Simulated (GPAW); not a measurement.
# Zr L₃ ELNES/XANES of ZrS (Fm-3m) from DFT, part 2 of 3

Aim: the near-edge shape at the Zr L₃ edge of ZrS (Fm-3m), and what the core hole does to it.

GPAW 26.7.0; X-ray absorption from dipole matrix elements to empty bands, plane-wave PAW LDA.

So far. Step 2 (Ground state of the crystal): The mesh shows no gap, so the system is treated as a metal and the core electron is put at the Fermi level (neutral cell). Step 3 (Spectrum without a core hole, Zr atom 1): Main maxima below 30 eV (height): 1.8 eV (3.48), 5.6 eV (0.82), 8.0 eV (1.00), 17.6 eV (0.65) and 29.4 eV (0.66). At an L edge the dipole rule selects empty d (and weakly s) states on the absorber, and the strong line at the onset measures the empty part of its d band.

The database entry behind the starting cell differs from later determinations by our own check (an axis about 1.9 % long against later determinations), so it need not match the best structure at ambient conditions.

### Step 5. Spectrum with XCH, Zr atom 1

The holes are 6.4 Å apart. In GPAW the data set carries the hole's charge, so charge=0 means a charged cell and charge=-1 a neutral one. The excited electron is kept in the cell, where it fills the lowest empty states and screens the hole. After the field has converged, empty bands are computed with the density fixed and the dipole matrix elements are summed.

The input, xas.py:

```python
import numpy as np
from ase import Atoms
from ase.parallel import parprint, paropen
from gpaw import GPAW, PW, FermiDirac, Mixer, MixerDif, setup_paths
from gpaw.test import gen
setup_paths.insert(0, '.')
gen('Zr', name='fch2p', xcname='LDA', corehole=(2, 1, 1), write_xml=True)
from gpaw.mpi import world
world.barrier()

atoms = Atoms('Zr6S6',
    cell=[[2.625, 5.25, 2.625],
     [5.25, -2.625, -2.625],
     [2.625, 2.625, -5.25]],
    scaled_positions=[[0, 0, 0],
     [0.5, 0.16666667, 0.16666667],
     [0, 0.33333333, 0.33333333],
     [0.5, 0.5, 0.5],
     [0, 0.66666667, 0.66666667],
     [0.5, 0.83333333, 0.83333333],
     [0.75, 0.25, 0.75],
     [0.25, 0.41666667, 0.91666667],
     [0.75, 0.58333333, 0.08333333],
     [0.25, 0.75, 0.25],
     [0.75, 0.91666667, 0.41666667],
     [0.25, 0.08333333, 0.58333333]],
    pbc=True)
atoms.calc = calc = GPAW(legacy_gpaw=True, mode=PW(430, force_complex_dtype=True), xc='LDA', setups={0: 'fch2p'},
    kpts={'size': (3, 4, 4), 'gamma': True}, occupations=FermiDirac(0.1),
    charge=-1, mixer=Mixer(0.1, 5, 50), maxiter=150,
    convergence={'density': 0.0001, 'eigenstates': 1e-6}, txt='scf.txt')
energy = atoms.get_potential_energy() + calc.get_reference_energy()
ef = calc.get_fermi_level()
out = dict(energy=energy, fermi=ef, forces=atoms.get_forces().tolist())
parprint(f'all-electron energy {energy:.4f} eV, Fermi level {ef:.4f} eV')
ev = np.array([[calc.get_eigenvalues(k, s) for k in range(len(calc.get_ibz_k_points()))] for s in range(calc.get_number_of_spins())])
out['homo'], out['lumo'], out['counts'] = ev[ev < ef].max(), ev[ev > ef].min(), sorted(set((ev < ef).sum((0, 2)).tolist()))
out['filled'] = (ev[:, 0] < ef).sum(1).tolist()

from ase.units import Ha
from gpaw.xas import dipole_matrix_elements
nb = int(calc.get_number_of_electrons() / 2) + 162
top, nb = nb, nb + 8 + nb // 12
nscf = calc.fixed_density(kpts={'size': (3, 4, 4), 'gamma': True}, nbands=nb,
    convergence={'bands': top, 'eigenstates': 5e-3}, maxiter=60, txt='nscf.txt')
cell = atoms.cell.array
ops = [cell.T @ U.T @ np.linalg.inv(cell.T) for U in nscf.wfs.kd.symmetry.op_scc]
E = np.arange(-6, 34, 0.1)
fwhm = np.interp(E, [4, 25], [1.57, 3.5])
Y, X, zero, highest = 0, 0, 1e9, 1e9
for spin in range(nscf.get_number_of_spins()):
    wfs = nscf.wfs
    mine = wfs.bd.get_slice()  # this rank's bands
    A = dipole_matrix_elements(wfs.setups[0])
    eps = np.zeros((wfs.kd.nibzkpts, nb))
    d = np.zeros((3, A.shape[1], wfs.kd.nibzkpts, nb), complex)
    for kpt in wfs.kpt_u:
        if kpt.s == spin and 0 in kpt.P_ani:
            eps[kpt.k, mine] = kpt.eps_n * Ha
            d[:, :, kpt.k, mine] = (kpt.weight * wfs.nspins / 2) ** 0.5 * np.inner(A, kpt.P_ani[0])
    world.sum(eps)
    world.sum(d)
    T = np.einsum('amkn,bmkn->abkn', d, d.conj()).real
    T = sum(np.einsum('ai,ijkn,bj->abkn', R, T, R) for R in ops) / len(ops)
    empty = eps > ef
    zero, highest = min(zero, eps[empty].min()), min(highest, eps[:, top - 1].min())
    lines = [(eps, T, empty)] if spin == 0 else lines + [(eps, T, empty)]
for eps, T, empty in lines:
    f = np.einsum('aakn->akn', T).reshape(3, -1)
    x = eps.ravel() - zero
    w = np.interp(x, E, fwhm) / 2.35482
    g = np.exp(-0.5 * ((E[:, None] - x) / w) ** 2) / (w * (2 * np.pi) ** 0.5)
    Y = Y + (f * empty.ravel()) @ g.T
    X = X + (f * ~empty.ravel()) @ g.T
out.update(E=E.round(2).tolist(), xas=Y.tolist(), xes=X.tolist(), zero=zero, valid=highest - zero, nk=len(eps), nb=nb)
for i in range(0, len(E), 10):
    parprint(f'{E[i]:7.2f}', *(f'{v:10.3e}' for v in Y[:, i]))
import json
with paropen('out.json', 'w') as f:
    json.dump(out, f)
```

On the command line:

```console
> OMP_NUM_THREADS=1 mpirun -n 4 gpaw python xas.py
```

Numbers of over 12 decimals in the logs are rounded to 6 here.

Output:

```text
Input parameters:
  charge: -1
  convergence: {density: 0.0001,
                eigenstates: 1e-06}
  kpts: {gamma: True,
         size: (3, 4, 4)}
  maxiter: 150
  mixer: {backend: pulay,
          beta: 0.1,
          method: separate,
          nmaxold: 5,
          weight: 50}
  mode: {ecut: 430.0,
         force_complex_dtype: True,
         name: pw}
  occupations: {fixmagmom: False,
                name: fermi-dirac,
                width: 0.1}
  setups: {0: fch2p}

Initialize ...

[... PAW data sets ...]

Reference energy: -649415.520507  # eV

Spin-paired calculation

[... convergence settings ...]
Symmetries present (total): 4
  [... symmetry matrices ...]

48 k-points: 3 x 4 x 4 Monkhorst-Pack grid + [0.000000,1/8,1/8]
17 k-points in the irreducible part of the Brillouin zone
       k-points in crystal coordinates                weights
   0:     0.00000000    0.00000000    0.00000000          1/48
   1:     0.00000000    0.25000000   -0.25000000          2/48
   2:     0.00000000    0.25000000    0.00000000          4/48
   3:     0.00000000    0.25000000    0.25000000          2/48
   4:     0.00000000    0.50000000    0.00000000          2/48
   5:     0.00000000    0.50000000    0.25000000          4/48
   6:     0.00000000    0.50000000    0.50000000          1/48
   7:     0.33333333   -0.25000000    0.25000000          2/48
   8:     0.33333333    0.00000000    0.00000000          2/48
   9:     0.33333333    0.00000000    0.25000000          4/48
          ...
  16:     0.33333333    0.50000000    0.50000000          2/48

Wave functions: Plane wave expansion
  Cutoff energy: 430.000 eV
  Number of coefficients (min, max): 4379, 4423
  Pulay-stress correction: 0.000000 eV/Ang^3 (de/decut=0.000000)
  Using FFTW library
  Wavefunction extrapolation:
    Improved wavefunction reuse through dual PAW basis

Occupation numbers: Fermi-Dirac:
  width: 0.1000  # eV

Eigensolver
   Davidson(niter=2)

Densities:
  Coarse grid: 32*32*32 grid
  Fine grid: 64*64*64 grid
  Total Charge: 0.000000

Density mixing:
  Method: separate
  Backend: pulay
  Linear mixing parameter: 0.1
  old densities: 5
  Width of damping distribution: 1.1
  Damping of long wavelength oscillations: 50

[... Hamiltonian set-up ...]
Number of atoms: 12
Number of atomic orbitals: 102
Number of bands in calculation: 70
Number of valence electrons: 109
Bands to converge: occupied

... initialized

Initializing position-dependent things.

Density initialized from atomic densities
Creating initial wave functions:
  70 bands from LCAO basis set

               Zr     S

       Zr              S
               S
                      Zr    S
              Zr    S

                      S     Zr
                    Zr

Atomic positions and initial magnetic moments

Positions:
   0 Zr     0.000000    0.000000    0.000000    ( 0.0000,  0.0000,  0.0000)
   1 Zr     2.625000    2.625000   -0.000000    ( 0.0000,  0.0000,  0.0000)
   2 Zr     2.625000    0.000000   -2.625000    ( 0.0000,  0.0000,  0.0000)
   3 Zr     5.250000    2.625000   -2.625000    ( 0.0000,  0.0000,  0.0000)
   4 Zr     5.250000   -0.000000   -5.250000    ( 0.0000,  0.0000,  0.0000)
   5 Zr     7.875000    2.625000   -5.250000    ( 0.0000,  0.0000,  0.0000)
   6 S      5.250000    5.250000   -2.625000    ( 0.0000,  0.0000,  0.0000)
   7 S      5.250000    2.625000   -5.250000    ( 0.0000,  0.0000,  0.0000)
   8 S      5.250000    2.625000    0.000000    ( 0.0000,  0.0000,  0.0000)
   9 S      5.250000    0.000000   -2.625000    ( 0.0000,  0.0000,  0.0000)
  10 S      7.875000    2.625000   -2.625000    ( 0.0000,  0.0000,  0.0000)
  11 S      2.625000    2.625000   -2.625000    ( 0.0000,  0.0000,  0.0000)

Unit cell:
           periodic     x           y           z      points  spacing
  1. axis:    yes    2.625000    5.250000    2.625000    32     0.1894
  2. axis:    yes    5.250000   -2.625000   -2.625000    32     0.1664
  3. axis:    yes    2.625000    2.625000   -5.250000    32     0.1664

  Lengths:   6.429911   6.429911   6.429911
  Angles:   60.000000  80.405932  99.594068

Effective grid spacing dv^(1/3) = 0.1878

iter:   1  -119.953197
iter:   2  -107.224752   -0.32  -1.00
iter:   3  -106.333619   -1.24  -1.47
iter:   4  -106.198782   -1.88  -1.55
iter:   5  -106.028400   -1.78  -1.57
iter:   6  -106.114964   -1.94  -1.76
iter:   7  -106.046207   -2.63  -1.98
iter:   8  -106.052800   -3.30  -2.45
iter:   9  -106.047318c  -3.73  -2.53
iter:  10  -106.046575c  -3.90  -2.82
iter:  11  -106.046646c  -4.48  -3.45
iter:  12  -106.046688c  -4.96  -3.50
iter:  13  -106.046717c  -5.13  -3.58
iter:  14  -106.046720c  -5.49  -3.88
iter:  15  -106.046730c  -5.88  -3.97
iter:  16  -106.046719c  -6.22c -4.20c

Converged after 16 iterations.

Dipole moment: (-0.000000, -0.000000, 0.000000) |e|*Ang

Energy contributions relative to reference atoms: (reference = -649415.520507)

Kinetic:        +34.143340
Potential:      -36.462339
External:        +0.000000
XC:            -104.985711
Entropy (-ST):   -0.332909
Local:           +1.424445
SIC:             +0.000000
--------------------------
Free energy:   -106.213174
Extrapolated:  -106.046719

Showing only first 2 kpts
 Kpt  Band  Eigenvalues  Occupancy
  0    52     10.03721    1.99940
  0    53     10.23946    1.99546
  0    54     10.41008    1.97526
  0    55     10.75981    1.41481

  1    52     10.39837    1.97796
  1    53     10.43773    1.96751
  1    54     10.53635    1.91521
[...]
Fermi level: 10.84809

No gap
No difference between direct/indirect transitions

Forces in eV/Ang:
  0 Zr    0.00000    0.00000    0.00000
  1 Zr   -0.23940    0.00000    0.23940
  2 Zr   -0.01557    0.00000    0.01557
  3 Zr    0.00000    0.00000    0.00000
  4 Zr    0.01557    0.00000   -0.01557
  5 Zr    0.23940    0.00000   -0.23940
  6 S    -0.00947    0.35474   -0.00947
  7 S    -0.35873    0.02945    0.03922
  8 S     0.35873   -0.02945   -0.03922
  9 S     0.00947   -0.35474    0.00947
 10 S    -0.03922   -0.02945    0.35873
 11 S     0.03922    0.02945   -0.35873
Scalar-relativistic atomic LDA calculation for Zr (Zirconium, Z=40)
Core hole in 2p state (2p occupation: 5.0)
750 radial gridpoints.
|------------------------------------------------|
|------------------------------------------------|
[... the atom generator's iteration count ...]

Energy contributions:
-------------------------
Kinetic:    +3608.183840
XC:          -105.876327
Potential:  -7013.161509
-------------------------
Total:      -3510.853996

state      eigenvalue         ekin         rmax
-----------------------------------------------
1s^2.0 :  -659.319864   829.991303        0.024
2s^2.0 :   -94.022295   169.358225        0.136
2p^5.0 :   -84.711298   163.756660        0.109
3s^2.0 :   -16.168244    44.633662        0.403
3p^6.0 :   -13.026087    41.547362        0.394
3d^10.0:    -7.813394    37.134274        0.334
4s^2.0 :    -2.562275    10.019892        1.041
4p^6.0 :    -1.713640     8.160692        1.124
4d^2.0 :    -0.526558     4.297580        1.415
5s^2.0 :    -0.430573     1.604074        2.789
5p^0.0 :    -0.273498     1.088363        3.372
-----------------------------------------------
(units: Bohr and Hartree)

Generating PAW setup
Kinetic energy of the core from tauc = 3590.317645531353
Cutoffs:
rc(s)=2.500
rc(p)=2.520
rc(d)=2.350
rc(vbar)=2.400
rc(comp)=2.370
rc(nct)=2.520

Kinetic energy of the core states: 3527.376594
Charge: 1.0
Core electrons: 27.0
Valence electrons: 12.0
Pseudo-core charge: 0.000503
Shape function alpha=1.780
Pseudo-electron charge 6.353819
state    eigenvalue         norm
--------------------------------
4s(2) :    -2.562275     0.463866
5s(2) :    -0.430573     0.974142
4p(6) :    -1.713640     0.351200
5p(0) :    -0.273498     0.962939
4d(2) :    -0.526558     0.685051
*d    :     0.473442
--------------------------------

Diagonalizing with gridspacing h=0.050

state   all-electron     PAW
-------------------------------
4s:      -2.562275    -2.562766
4p:      -1.713640    -1.714321
4d:      -0.526558    -0.527181
*f:                   -0.033204
-------------------------------
all-electron energy -649521.5672 eV, Fermi level 10.8481 eV
[...]
31.00  1.087e-05  1.096e-05  1.087e-05
  32.00  9.646e-06  9.703e-06  9.646e-06
  33.00  9.591e-06  9.526e-06  9.591e-06
```

Elapsed: 97 s, on 4 MPI ranks of Intel Xeon Platinum 8488C (Sapphire Rapids), shared host; peak memory 0.48 GiB.

The Zr L₃ spectrum, Zr atom 1, excited-electron core hole (neutral cell) (energy from the lowest empty level; intensity scaled to a mean of 1 over the first 20 eV):

| E (eV) | intensity |
| --- | --- |
| -2.0 | 0.00 |
| -1.0 | 0.26 |
| 0.0 | 2.25 |
| 1.0 | 4.23 |
| 2.0 | 2.95 |
| 3.0 | 1.39 |
| 4.0 | 0.68 |
| 5.0 | 0.62 |
| 6.0 | 0.59 |
| 7.0 | 0.82 |
| 8.0 | 0.96 |
| 9.0 | 0.83 |
| 10.0 | 0.70 |
| 11.0 | 0.61 |
| 12.0 | 0.46 |
| 13.0 | 0.37 |
| 14.0 | 0.36 |
| 15.0 | 0.46 |
| 16.0 | 0.57 |
| 17.0 | 0.63 |
| 18.0 | 0.64 |
| 19.0 | 0.57 |
| 20.0 | 0.46 |
| 21.0 | 0.41 |
| 22.0 | 0.43 |
| 23.0 | 0.48 |
| 24.0 | 0.49 |
| 25.0 | 0.47 |
| 26.0 | 0.49 |
| 27.0 | 0.56 |
| 28.0 | 0.64 |
| 29.0 | 0.69 |
| 30.0 | 0.67 |
| 31.0 | 0.59 |
| 32.0 | 0.53 |

Main maxima below 30 eV (height): 1.0 eV (4.23), 7.8 eV (0.96), 17.6 eV (0.64) and 29.2 eV (0.69). 

### Step 6. Reference energy of the supercell

The cell and mesh change for the next run, so it gets a reference energy of its own.

The input, scf.py:

```python
import numpy as np
from ase import Atoms
from ase.parallel import parprint, paropen
from gpaw import GPAW, PW, FermiDirac, Mixer, MixerDif, setup_paths
from gpaw.test import gen
setup_paths.insert(0, '.')
gen('Zr', name='nch2p', xcname='LDA', corehole=(2, 1, 0), write_xml=True)
from gpaw.mpi import world
world.barrier()

atoms = Atoms('Zr3S3',
    cell=[[0, -2.625, -2.625],
     [0, -2.625, 2.625],
     [-7.875, 0, 2.625]],
    scaled_positions=[[0, 0, 0],
     [0.66666667, 0.33333333, 0.33333333],
     [0.33333333, 0.66666667, 0.66666667],
     [0.83333333, 0.16666667, 0.66666667],
     [0.5, 0.5, 0],
     [0.16666667, 0.83333333, 0.33333333]],
    pbc=True)
atoms.calc = calc = GPAW(legacy_gpaw=True, mode=PW(430, force_complex_dtype=True), xc='LDA', setups={0: 'nch2p'},
    kpts={'size': (5, 5, 5), 'gamma': True}, occupations=FermiDirac(0.1),
    charge=0, mixer=Mixer(0.1, 5, 50), maxiter=150,
    convergence={'density': 0.0001, 'eigenstates': 1e-6}, txt='scf.txt')
energy = atoms.get_potential_energy() + calc.get_reference_energy()
ef = calc.get_fermi_level()
out = dict(energy=energy, fermi=ef, forces=atoms.get_forces().tolist())
parprint(f'all-electron energy {energy:.4f} eV, Fermi level {ef:.4f} eV')
ev = np.array([[calc.get_eigenvalues(k, s) for k in range(len(calc.get_ibz_k_points()))] for s in range(calc.get_number_of_spins())])
out['homo'], out['lumo'], out['counts'] = ev[ev < ef].max(), ev[ev > ef].min(), sorted(set((ev < ef).sum((0, 2)).tolist()))
out['filled'] = (ev[:, 0] < ef).sum(1).tolist()
import json
with paropen('out.json', 'w') as f:
    json.dump(out, f)
```

On the command line:

```console
> OMP_NUM_THREADS=1 mpirun -n 4 gpaw python scf.py
```

Output:

```text
Input parameters:
  convergence: {density: 0.0001,
                eigenstates: 1e-06}
  kpts: {gamma: True,
         size: (5, 5, 5)}
  maxiter: 150
  mixer: {backend: pulay,
          beta: 0.1,
          method: separate,
          nmaxold: 5,
          weight: 50}
  mode: {ecut: 430.0,
         force_complex_dtype: True,
         name: pw}
  occupations: {fixmagmom: False,
                name: fermi-dirac,
[...]
warnings.warn(
<dir> UserWarning: Using symmetrized grid: (40,40,40).

  warnings.warn('Using symmetrized grid: ({},{},{}).\n'.format(*N_c))
<dir> UserWarning: Using symmetrized grid: (40,40,40).

  warnings.warn('Using symmetrized grid: ({},{},{}).\n'.format(*N_c))
<dir> UserWarning: Using symmetrized grid: (40,40,40).

  warnings.warn('Using symmetrized grid: ({},{},{}).\n'.format(*N_c))
all-electron energy -325881.4271 eV, Fermi level 10.9874 eV
[key lines of the parts left out:]
Converged after 16 iterations.
Dipole moment: (-0.000000, -0.000000, -0.000000) |e|*Ang
Free energy:    -48.048298
Fermi level: 10.98736
```

It took 24 s on 4 MPI ranks; peak memory 0.31 GiB; 97 s of CPU time.

### Step 7. Spectrum with XCH, Zr atom 1

A smaller cell brings the holes closer; here they are 3.7 Å apart.

Changed against the first core-hole run: supercell atoms from 12 to 6; the field's mesh follows (3×4×4 to 5×5×5).

Changes to xas.py since step 5:

```diff
@@ -10,21 +10,15 @@
 
-atoms = Atoms('Zr6S6',
-    cell=[[2.625, 5.25, 2.625],
-     [5.25, -2.625, -2.625],
-     [2.625, 2.625, -5.25]],
+atoms = Atoms('Zr3S3',
+    cell=[[0, -2.625, -2.625],
+     [0, -2.625, 2.625],
+     [-7.875, 0, 2.625]],
     scaled_positions=[[0, 0, 0],
-     [0.5, 0.16666667, 0.16666667],
-     [0, 0.33333333, 0.33333333],
-     [0.5, 0.5, 0.5],
-     [0, 0.66666667, 0.66666667],
-     [0.5, 0.83333333, 0.83333333],
-     [0.75, 0.25, 0.75],
-     [0.25, 0.41666667, 0.91666667],
-     [0.75, 0.58333333, 0.08333333],
-     [0.25, 0.75, 0.25],
-     [0.75, 0.91666667, 0.41666667],
-     [0.25, 0.08333333, 0.58333333]],
+     [0.66666667, 0.33333333, 0.33333333],
+     [0.33333333, 0.66666667, 0.66666667],
+     [0.83333333, 0.16666667, 0.66666667],
+     [0.5, 0.5, 0],
+     [0.16666667, 0.83333333, 0.33333333]],
     pbc=True)
 atoms.calc = calc = GPAW(legacy_gpaw=True, mode=PW(430, force_complex_dtype=True), xc='LDA', setups={0: 'fch2p'},
-    kpts={'size': (3, 4, 4), 'gamma': True}, occupations=FermiDirac(0.1),
+    kpts={'size': (5, 5, 5), 'gamma': True}, occupations=FermiDirac(0.1),
     charge=-1, mixer=Mixer(0.1, 5, 50), maxiter=150,
@@ -41,5 +35,5 @@
 from gpaw.xas import dipole_matrix_elements
-nb = int(calc.get_number_of_electrons() / 2) + 162
+nb = int(calc.get_number_of_electrons() / 2) + 83
 top, nb = nb, nb + 8 + nb // 12
-nscf = calc.fixed_density(kpts={'size': (3, 4, 4), 'gamma': True}, nbands=nb,
+nscf = calc.fixed_density(kpts={'size': (5, 5, 5), 'gamma': True}, nbands=nb,
     convergence={'bands': top, 'eigenstates': 5e-3}, maxiter=60, txt='nscf.txt')
```

On the command line:

```console
> OMP_NUM_THREADS=1 mpirun -n 4 gpaw python xas.py
```

Output:

```text
Input parameters:
  charge: -1
  convergence: {density: 0.0001,
                eigenstates: 1e-06}
  kpts: {gamma: True,
         size: (5, 5, 5)}
  maxiter: 150
  mixer: {backend: pulay,
          beta: 0.1,
          method: separate,
          nmaxold: 5,
          weight: 50}
  mode: {ecut: 430.0,
         force_complex_dtype: True,
         name: pw}
  occupations: {fixmagmom: False,
[...]
warnings.warn('Using symmetrized grid: ({},{},{}).\n'.format(*N_c))
<dir> UserWarning: Initial realspace grid (18,18,40) inconsistent with symmetries.
  warnings.warn(
<dir> UserWarning: Using symmetrized grid: (40,40,40).

  warnings.warn('Using symmetrized grid: ({},{},{}).\n'.format(*N_c))
all-electron energy -323640.2528 eV, Fermi level 10.7350 eV
[...]
32.00  9.725e-06  9.748e-06  9.748e-06
  33.00  9.461e-06  9.382e-06  9.382e-06
[key lines of the parts left out:]
Converged after 18 iterations.
Dipole moment: (-0.000000, 0.000000, -0.000000) |e|*Ang
Free energy:    -58.257117
Fermi level: 10.73497
```

Run time: 55 s. Hardware: 4 MPI ranks; peak memory 0.39 GiB.

These settings depart from the first run's and aren't meant as converged.

The scaled spectrum changes by 6 % r.m.s. The highest intensity below 24 eV stays at 1.0 eV.

| E (eV) | first run | this run |
| --- | --- | --- |
| -2.0 | 0.00 | 0.01 |
| -0.5 | 0.97 | 1.18 |
| 1.0 | 4.23 | 4.22 |
| 2.5 | 2.08 | 1.98 |
| 4.0 | 0.68 | 0.82 |
| 5.5 | 0.59 | 0.52 |
| 7.0 | 0.82 | 0.79 |
| 8.5 | 0.91 | 0.96 |
| 10.0 | 0.70 | 0.71 |
| 11.5 | 0.53 | 0.50 |
| 13.0 | 0.37 | 0.38 |
| 14.5 | 0.40 | 0.41 |
| 16.0 | 0.57 | 0.57 |
| 17.5 | 0.64 | 0.65 |
| 19.0 | 0.57 | 0.55 |
| 20.5 | 0.42 | 0.41 |
| 22.0 | 0.43 | 0.44 |
| 23.5 | 0.49 | 0.49 |
| 25.0 | 0.47 | 0.47 |
| 26.5 | 0.52 | 0.51 |
| 28.0 | 0.64 | 0.65 |
| 29.5 | 0.69 | 0.72 |
| 31.0 | 0.59 | 0.61 |

(Part 2 of 3 ends here.)

[Banner, clock and machine lines of the logs are left out without a mark of their own.]

[Logs are printed without paths, hosts, clocks, repeated set-up lines and the standing remarks that a program may print on its own settings, such as how far it seeks lower states.]

[Hosts, paths, dates, database ids (printed as entryN), source tags and the programs' standing remarks are cut or masked in the printed files.]

[Lists of maxima count a maximum above −3 eV only where it reaches 4 % of the highest in the window and stands out from its surroundings by 2 % of it (1.5 % where it reaches 55 %); shoulders and weaker maxima are passed over, and of the rest the first, up to two pre-edge ones and the few strongest are named.]
